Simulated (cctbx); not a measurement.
# Nb3I3Br5 across an absorption edge

Space group R-3m (no. 166), a = 7.2280 Å, b = 7.2280 Å, c = 39.1860 Å, α = 90.00°, β = 90.00°, γ = 120.00°.

```
atom  mult.       x       y       z  Ueq (Å²)
  I1     18  0.8325  0.6651  0.8719    0.0133
 Nb1     18  0.5373  0.0746  0.9161    0.0163
 Br1     18  0.1634  0.3268  0.9559    0.0176
 Br2      6     2/3     1/3  0.9687    0.0162
 Br3      6       0       0  0.7849    0.0179
```

This is a model crystal, built by substitution and not relaxed, with assumed displacement parameters.

Calculated with cctbx: free-atom f′ and f″ from the Sasaki tables, no fine structure; amplitudes in electrons.

| E (eV) | F 0 3 3 | F 2 1 1 | F 1 1 0 | F 0 3 0 |
| --- | --- | --- | --- | --- |
| 18386 | 412.7 | 17.8 | 190.1 | 285.0 |
| 18736 | 402.4 | 18.1 | 187.2 | 278.7 |
| 18866 | 393.3 | 18.5 | 184.9 | 273.2 |
| 18926 | 384.7 | 18.8 | 182.8 | 268.0 |
| 18956 | 376.1 | 19.1 | 180.6 | 262.8 |
| 18971 | 367.5 | 19.4 | 178.6 | 257.7 |
| 18978 | 360.0 | 19.7 | 176.7 | 253.3 |
| 18982 | 351.6 | 20.1 | 174.7 | 248.3 |
| 18990 | 349.7 | 20.3 | 173.7 | 246.6 |
| 18994 | 360.1 | 19.9 | 176.2 | 252.8 |
| 19001 | 369.1 | 19.5 | 178.4 | 258.2 |
| 19016 | 378.4 | 19.2 | 180.6 | 263.8 |
| 19046 | 387.6 | 18.8 | 182.8 | 269.2 |
| 19136 | 399.7 | 18.3 | 185.7 | 276.4 |
| 19386 | 412.7 | 17.7 | 188.6 | 284.0 |

**Question.** Which edge is crossed, and why do the reflections move as they do?

The K edge of Nb. The edge is at 18986 eV. f′ of Nb falls from -4.5 e at 18866 eV to -7.8 e at 4 eV below it, and f″ steps from 0.53 to 3.71 e across it. Over that approach |F| changes by -11 % (0 3 3), +9 % (2 1 1), -6 % (1 1 0) and -9 % (0 3 0): a reflection falls where Nb scatters in phase with the total and rises where it scatters against it; it hardly moves where the Nb term is small or cancels by symmetry. Above the edge the larger f″ enters the imaginary part, where it can add to or cancel the other atoms' f″. The structure is centrosymmetric, so Friedel mates stay equal.

[Logs are printed without paths, hosts, clocks, repeated set-up lines and the standing remarks that a program may print on its own settings, such as how far it seeks lower states.]
